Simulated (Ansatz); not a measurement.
## Quasiparticle gap of BiOBr (P4/nmm)

Aim: the quasiparticle gap of BiOBr (P4/nmm), starting from LDA.

Method: LDA, then G0W0 on it, plane waves, PAW, in Ansatz 0.2.0.

The database entry behind the starting cell differs from later determinations by our own check (0.1 to 0.3 % short, probably kX units), so it need not match the best structure at ambient conditions.

## (1) Set-up

The structure is tetragonal, space group P4/nmm (No. 129). The conventional cell has a = 3.916 Å, b = 3.916 Å, c = 8.077 Å, α = 90.00°, β = 90.00°, γ = 90.00°. Nearest to Bi lie 4 O at 2.32 Å and 4 Br at 3.18 Å. Nearest to Br lie 4 Bi at 3.18 Å. Nearest to O lie 4 Bi at 2.32 Å. Farther neighbours and most contacts between anions are not listed.

The cell and positions come from the Crystallography Open Database and are kept as given unless a step says otherwise. Spin-orbit coupling is left out unless a step names it.

The logs state that the PAW files were generated under PBE.

## (2) Bands along the symmetry lines

Levels along a band path and on the mesh show where this functional puts the band edges.

This step: DFT, LDA, plane waves, PAW; PAW set soft_1.

File input.yaml:

```yaml
crystal:
  lattice:
    - [3.916, 0.0, 0.0]
    - [0.0, 3.916, 0.0]
    - [0.0, 0.0, 8.077]
  atoms:
    - { symbol: Bi, position: [0.0, 0.5, 0.154] }
    - { symbol: Bi, position: [0.5, 0.0, 0.846] }
    - { symbol: Br, position: [0.0, 0.5, 0.653] }
    - { symbol: Br, position: [0.5, 0.0, 0.347] }
    - { symbol: O, position: [0.0, 0.0, 0.0] }
    - { symbol: O, position: [0.5, 0.5, 0.0] }
kpoints:
  mp_grid: { grid: [6, 6, 4] }
  band_path:
    path:
      - [[0.0, 0.0, 0.0], [0.0, 0.5, 0.0], [0.5, 0.5, 0.0], [0.0, 0.0, 0.0], [0.0, 0.0, 0.5], [0.0, 0.5, 0.5], [0.5, 0.5, 0.5], [0.0, 0.0, 0.5]]
      - [[0.0, 0.5, 0.0], [0.0, 0.5, 0.5]]
      - [[0.5, 0.5, 0.0], [0.5, 0.5, 0.5]]
    npoints: 10
hamiltonian:
  xc: lda
  pseudopotentials: { kind: paw, azcp: { folder: soft_1 }, xc_functional: pbe }
scf:
  occupations: { method: fermi_dirac, width: 0.02 }
  n_extra_bands: 6
output:
  eigenvalues: true
  write_density: true
  write_potential: true
  elf: true
  volumetric_format: npy
```

Run with:

```sh
$ ansatz run input.yaml --threads 4 --pin off --max-ram 138240MiB --backend cuda --events-out ev --progress --plain --runs-dir out --devices 1 --max-vram 26GiB
```

Numbers of over 12 decimals in the logs are rounded to 6 here.

The log of the run:

```text
scf.n_extra_bands = 6 over 28 filled bands (N_el = 56.0): the run solves 34 bands
GPUs: using 1 of 1 available (devices: 1).
Engine: ansatz 0.2.0, x86_64-unknown-linux-gnu
Pseudopotentials: kind: paw
Pseudopotential: Bi, paw, valence charge 15, recommended cutoff 420 eV (normal), soft_1/Bi.paw.azcp
Pseudopotential: Br, paw, valence charge 7, recommended cutoff 420 eV (normal), soft_1/Br.paw.azcp
Pseudopotential: O, paw, valence charge 6, recommended cutoff 420 eV (normal), soft_1/O.paw.azcp
Functional definition: SPW92
  exchange = slater_x
  correlation = pw_c
device memory: the entry about to start is reckoned to put 1.8 GiB on a device that reports 54.1 GiB free (of which the cap on the GPU budget leaves the run 26.0 GiB)
GPU FFT provider: cuFFT
GPU libraries: cuBLAS 13.8.2, cuFFT 12.4.0, cuSOLVER 12.3.4
Crystal: 6 atoms, lattice volume = 123.861 Å³
Basis set: ecut = 420 eV, 2419 PW (Γ)
Bands: 34, of which v1, the nominal top of the filled ones, is band 28 counted from 1 (27 counted from 0)
Symmetry: 16 space group operations
Space group: P4/nmm (ITA 129), of the structure as read, at distance tolerance 5.0e-5 Å
k-points: 30 of 144
Non-local potential: Bi, projectors of the file, l = 0: 2, l = 1: 2, l = 2: 2, l = 3: 1
Non-local potential: Br, projectors of the file, l = 0: 2, l = 1: 2, l = 2: 2
Non-local potential: O, projectors of the file, l = 0: 2, l = 1: 2, l = 2: 1
PAW form: soft (Blöchl's): semilocal exchange-correlation on the pseudo side does not see the compensation charge
PAW frozen core: Bi, regenerated for the run's functional, and the local potential with it (the file was generated under x = pbe(κ = 0.804, μ = 0.219515), c = pbe(β = 0.066725))
PAW frozen core: Br, regenerated for the run's functional, and the local potential with it (the file was generated under x = pbe(κ = 0.804, μ = 0.219515), c = pbe(β = 0.066725))
PAW frozen core: O, regenerated for the run's functional, and the local potential with it (the file was generated under x = pbe(κ = 0.804, μ = 0.219515), c = pbe(β = 0.066725))
PAW one-centre angular grid: Bi, 590 points (default); XC on 64 Gauss nodes
PAW one-centre angular grid: Br, 110 points (default); XC on 64 Gauss nodes
PAW one-centre angular grid: O, 110 points (default); XC on 64 Gauss nodes
Initial density: superposition of atomic densities (chi_scale 0.1, normalization cell, long waves kept (reshape's long-wave potential 0.03 eV rms))
Initial wavefunctions: pseudopotential atomic-orbital guess
GPU buffer pool allocated for 39366 grid points (all kernels)
GPU transforms: local potential and band sums: pruned to the plane-wave sphere, on 27×27×54
Functional: x = slater, c = lda
SCF iter   1: F=—  HF=-30676.120728 eV  |F-HF|=—  |Δ(HF+E_count)|=         —  Δρ=3.14e-2  dr2=9.92e-1  ethr=3.10e-3  ⟨swp⟩=7.2  Hψ=4581  notcnv=0
preconditioner: auto → Resta (q_TF=auto, 2.390 Å⁻¹)  ε∞=3.3  [insulator: Δε(μ)=2.190 eV  Ē_g=16.579 eV  σ=0.020 eV  W_gap=1.00  n_scr=30 (ndim 8)  ℏωp=25.0 eV  f_vac=0.001  D(μ)=0.00/eV (n_scr^D=0)  ε∞_Penn≈3.3]
SCF iter   2: F=—  HF=-30675.915336 eV  |F-HF|=—  |Δ(HF+E_count)|=   2.05e-1  Δρ=1.55e-2  dr2=2.13e-1  ethr=1.77e-3  ⟨swp⟩=2.1  Hψ=2188  notcnv=0  defer=60
SCF iter   3: F=—  HF=-30675.904164 eV  |F-HF|=—  |Δ(HF+E_count)|=   1.12e-2  Δρ=3.50e-3  dr2=1.15e-2  ethr=3.81e-4  ⟨swp⟩=2.1  Hψ=1918  notcnv=0  defer=60
SCF iter   4: F=—  HF=-30675.904009 eV  |F-HF|=—  |Δ(HF+E_count)|=   1.55e-4  Δρ=3.10e-4  dr2=1.28e-4  ethr=2.06e-5  ⟨swp⟩=2.3  Hψ=1482  notcnv=0  defer=60
SCF iter   5: F=—  HF=-30675.904025 eV  |F-HF|=—  |Δ(HF+E_count)|=   1.64e-5  Δρ=8.28e-5  dr2=1.20e-5  ethr=2.29e-7  ⟨swp⟩=2.2  Hψ=1496  notcnv=0  defer=60
SCF iter   6: F=—  HF=-30675.904198 eV  |F-HF|=—  |Δ(HF+E_count)|=   1.73e-4  Δρ=1.64e-5  dr2=2.98e-7  ethr=2.14e-8  ⟨swp⟩=2.6  Hψ=1861  notcnv=0  defer=60
SCF iter   7: F=-30675.904198 eV  HF=-30675.904198 eV  |F-HF|=9.94e-9  |Δ(HF+E_count)|=   1.64e-8  Δρ=3.50e-6  dr2=2.12e-8  ethr=1.79e-10  ⟨swp⟩=7.9  Hψ=3259  notcnv=0
SCF 1 converged in 7 iterations: F = -30675.904198 eV  dr2 = 2.12e-8
  greatest PAW one-centre occupation: 0.991 electrons in one spin orbital (limit 2), on the Bi atom at site 1 (counted from 0), in its partial waves of l = 2
device memory: the entry about to start is reckoned to put 4.2 GiB on a device that reports 54.0 GiB free (of which the cap on the GPU budget leaves the run 26.0 GiB)
NSCF: frozen V_eff on 93 k-points, pencils in batches of 32, up to order 152
SCF converged after 7 iterations
Free energy (F): -30675.904198 eV
Harris-Foulkes:  -30675.904198 eV  (|F-HF|=9.94e-9)
Internal energy: -30675.904198 eV  (E = F + TS)
E sigma→0 (E₀):  -30675.904198 eV
Fermi energy:    8.330150 eV
--- Per-component energies (eV) ---
  E_band       = -238.092112
  E_kinetic    = 1103.022373
  E_local      = -5001.964974  (includes V_loc(G=0)·N_el)
  E_nonlocal   = 1043.307081
  E_hartree    = 1985.457151
  E_xc         = -835.586840
  E_vxc        = -667.693147  (∫ρ·V_xc dr)
  E_paw        = -25454.308195  (= ΣΔE_a)
  E_vpaw       = -685.684329  (= ΣTr[D̂ρ^β])
  E_aug_tail   = 0.001984  (compensation charges beyond the density's cutoff)
  E_ewald      = -3516.430001
  E_core_change = 0.597223  (= ΣΔE_core)
  E_smearing   = -0.000000  (= −TS)
  E_closure    = -0.000000  (closes the sum)
  Σ components = -30675.904198   (vs F -30675.904198, Δ=0.00e0)
--- Band table (eV; the first three rows and the last of 30) ---
  k-point 0: bands = [... 24 lower, 6.2557, 6.5255, 6.5255, 6.5927, 9.5521, 10.4627, 12.1390, 12.1390, ... 2 higher]
  k-point 1: bands = [... 24 lower, 6.2249, 6.7137, 6.7137, 6.8692, 9.4232, 10.0929, 12.0497, 12.0497, ... 2 higher]
  k-point 2: bands = [... 24 lower, 6.3257, 6.8400, 6.8400, 7.1437, 9.3628, 9.6457, 11.9638, 11.9638, ... 2 higher]
  k-point 29: bands = [... 24 lower, 6.1707, 6.1707, 6.2537, 6.2537, 11.2476, 11.2476, 12.5155, 12.5155, ... 2 higher]
```

Run time: 16 s. Hardware: 1 × NVIDIA H100 80GB HBM3 (shared by 3 runs) with 4 threads of AMD EPYC 7R13 (Zen 3), shared host; peak memory 0.94 GiB; 3.3 s of CPU time.

This step gave:

| Item | Value |
| --- | --- |
| filled bands | 28 |
| gap | 2.046 eV |
| valence top at | k = (0.000, 0.400, 0.500) |
| conduction bottom at | k = (0.000, 0.000, 0.400) |
| least direct gap | 2.219 eV |

Over mesh and path the gap is 2.046 eV, from k = (0.000, 0.400, 0.500) to k = (0.000, 0.000, 0.400). The least direct gap found is 2.219 eV, at k = (0.000, 0.000, 0.500). On the 6×6×4 mesh alone the same run gives 2.116 eV, so that mesh misses an edge of LDA: 2.116 − 2.046 = +0.070 eV.

The electronic bands at the labelled points (eV, zero at the top of the highest nominally filled band):

```csv
point,band 25,band 26,band 27,band 28,band 29,band 30,band 31,band 32
Γ,-1.06,-0.79,-0.79,-0.72,2.24,3.15,4.83,4.83
halfway,-0.63,-0.58,-0.34,-0.16,3.79,4.05,4.11,4.59
X,-0.55,-0.55,-0.16,-0.16,4.23,4.23,4.76,4.76
halfway,-0.97,-0.97,-0.97,-0.97,3.92,3.92,4.83,4.83
M,-1.06,-1.06,-0.79,-0.79,3.24,3.24,4.98,4.98
halfway,-0.88,-0.52,-0.39,-0.36,3.36,4.38,4.74,4.78
Γ,-1.06,-0.79,-0.79,-0.72,2.24,3.15,4.83,4.83
halfway,-1.09,-0.60,-0.60,-0.44,2.11,2.78,4.74,4.74
Z,-0.99,-0.47,-0.47,-0.17,2.05,2.33,4.65,4.65
halfway,-0.93,-0.52,-0.42,-0.26,3.59,3.84,4.67,4.70
R,-0.56,-0.56,-0.12,-0.12,4.04,4.04,4.81,4.81
halfway,-1.09,-1.09,-0.51,-0.51,3.53,3.53,5.27,5.27
A,-1.14,-1.14,-1.06,-1.06,3.93,3.93,5.20,5.20
halfway,-1.17,-1.05,-0.36,-0.29,3.01,4.23,4.96,5.13
Z,-0.99,-0.47,-0.47,-0.17,2.05,2.33,4.65,4.65
jump to X,-0.55,-0.55,-0.16,-0.16,4.23,4.23,4.76,4.76
halfway,-0.55,-0.55,-0.14,-0.14,4.13,4.13,4.79,4.79
R,-0.56,-0.56,-0.12,-0.12,4.04,4.04,4.81,4.81
jump to M,-1.06,-1.06,-0.79,-0.79,3.24,3.24,4.98,4.98
halfway,-1.06,-1.06,-0.96,-0.96,3.55,3.55,5.09,5.09
A,-1.14,-1.14,-1.06,-1.06,3.93,3.93,5.20,5.20
```

ELF in the ac plane at fractional y = 0.000, with atoms of Bi and Br and O within 0.2 Å of it. It is the smooth field of the valence electrons, not physical close to the nuclei.

Ten even steps from '0' (0.01) to '9' (0.88), each cell a mean:
```
68852234323697
88633333332478
65323321233235
11134213134311
00145321245310
00135544454310
00024555553100
00001344321000
00000011000000
00000000000000
00000123210000
00014688763100
00258999997410
01489999999730
01699831499841
02699600289851
01589842599841
00379999998620
00136889886300
00012466542000
43100011100123
88631000001478
88852000003688
47872111114786
```
Columns run along a (3.9 Å), rows up along c (8.1 Å). Atoms in or near the plane, at fractional coordinates: Bi at (0.50, 0.85), Br at (0.50, 0.35), O at (0.00, 0.00).

Valence density in the ac plane at fractional y = 0.000, with atoms of Bi and Br and O within 0.2 Å of it. It is the smooth field of the valence electrons, not physical close to the nuclei.

Ten steps, logarithmic in the rise over the least value, from '0' (-0.1 e/Å³) to '9' (8.1 e/Å³), each cell a mean:
```
98644455544578
76545678764456
44446899975444
23346899986432
22346899875322
22234677754322
22223445433222
22222233322222
22222222222222
22222222222222
22222222222222
22222333322222
22223445443222
22234566554322
22345554555322
22345530455422
22345655555322
22234555554322
22233444433222
22222333322222
33222222222233
55432222222345
87543222223468
99643333333579
```
Columns run along a (3.9 Å), rows up along c (8.1 Å). Atoms in or near the plane, at fractional coordinates: Bi at (0.50, 0.85), Br at (0.50, 0.35), O at (0.00, 0.00).

(Part 1 of 3 ends here.)

[Paths, hosts, dates, memory and timing lines, banners, echoed tables and standing remarks are left out of the program output.]

[Logs are printed without paths, hosts, clocks, repeated set-up lines and the standing remarks that a program may print on its own settings, such as how far it seeks lower states.]

[Runs of the session that timed out or met a known fault of the program may be left out.]

[Cells called generated may have been cut or substituted from an entry of the Crystallography Open Database or the Materials Project.]

[Hosts, paths, dates, database ids (printed as entryN), source tags and the programs' standing remarks are cut or masked in the printed files.]

[Where an RPA ε∞ is given, it is that of the G0W0 mesh and is not shown converged in it. Names of k-points follow the symmetry that the program found, which can be lower than the space group named. Band edges on a path are those of the sampled points; other points can move an edge, and change direct to indirect where valleys lie close.]

[Hybrid gaps are those of their k-mesh and are not shown converged in it.]
